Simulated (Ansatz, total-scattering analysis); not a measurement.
**formic acid: neutron weights and totals by hand**

A simulated model of formic acid at 310 K, fixed volume (mean pressure -0.2 GPa), from ab initio molecular dynamics with Ansatz (LDA, plane waves, PAW default files, Langevin thermostat, no spin, fixed volume, H with the mass of D). The average runs over 0.61 ps of 90 atoms, so shells between rare elements are rough. Mean temperature 304 K, largest m.s.d. 1.14 Å², energy drift -4 meV an atom (last third less first, no steady trend), Langevin friction 10 ps⁻¹; the first quarter of the run is discarded. Start: last frame of a classical run of this cell at the same density and temperature. So short a stretch relaxes bonds and nearest shells but still remembers its start. It is a liquid as far as so short a run tells. LDA overbinds hydrogen bonds, so O–O contacts come out short and the liquid too structured. Atom fractions O 0.4000, C 0.2000, H 0.4000; masses O 15.999, C 12.011, H 1.008 u; density 1.2200 g/cm³; coherent lengths O 5.8037, C 6.6472, H 6.6681 fm (H as D). Faber–Ziman partials at a few Q:

| Q (Å⁻¹) | S O–O | S O–C | S O–H | S H–H | S C–H | S C–C |
| --- | --- | --- | --- | --- | --- | --- |
| 1.30 | -0.096 | 2.070 | 1.753 | -0.580 | 1.937 | -1.496 |
| 1.70 | 0.468 | 3.351 | 1.687 | 0.054 | 2.254 | 3.363 |
| 4.30 | 0.944 | 0.676 | 0.904 | 0.991 | 0.643 | 0.835 |

**Tasks.** (a) The number density. (b) The neutron weights. (c) The neutron S(Q) at the listed Q.

(a) The mean mass is 0.4000×15.999 + 0.2000×12.011 + 0.4000×1.008 = 9.205 u, so ρ₀ = 1.2200/(9.205 × 1.66054) = 0.07982 Å⁻³.

(b) ⟨b⟩ = 0.4000×5.8037 + 0.2000×6.6472 + 0.4000×6.6681 = 6.318 fm. The weight of a pair is ci cj bi bj (2 − δij)/⟨b⟩²: O–O 0.135, O–C 0.155, O–H 0.310, H–H 0.178, C–H 0.178, C–C 0.044; they sum to 1.000.

(c) S = 1 + Σ w (Sij − 1). At 1.30 Å⁻¹: 1 − 0.148 + 0.165 + 0.234 − 0.282 + 0.166 − 0.111 = 1.024; O–H pushes up most; H–H pulls down most. At 1.70 Å⁻¹: 1 − 0.072 + 0.364 + 0.213 − 0.169 + 0.223 + 0.105 = 1.664; O–C pushes up most; H–H pulls down most. At 4.30 Å⁻¹: 1 − 0.008 − 0.050 − 0.030 − 0.002 − 0.063 − 0.007 = 0.840; C–H pulls down most.
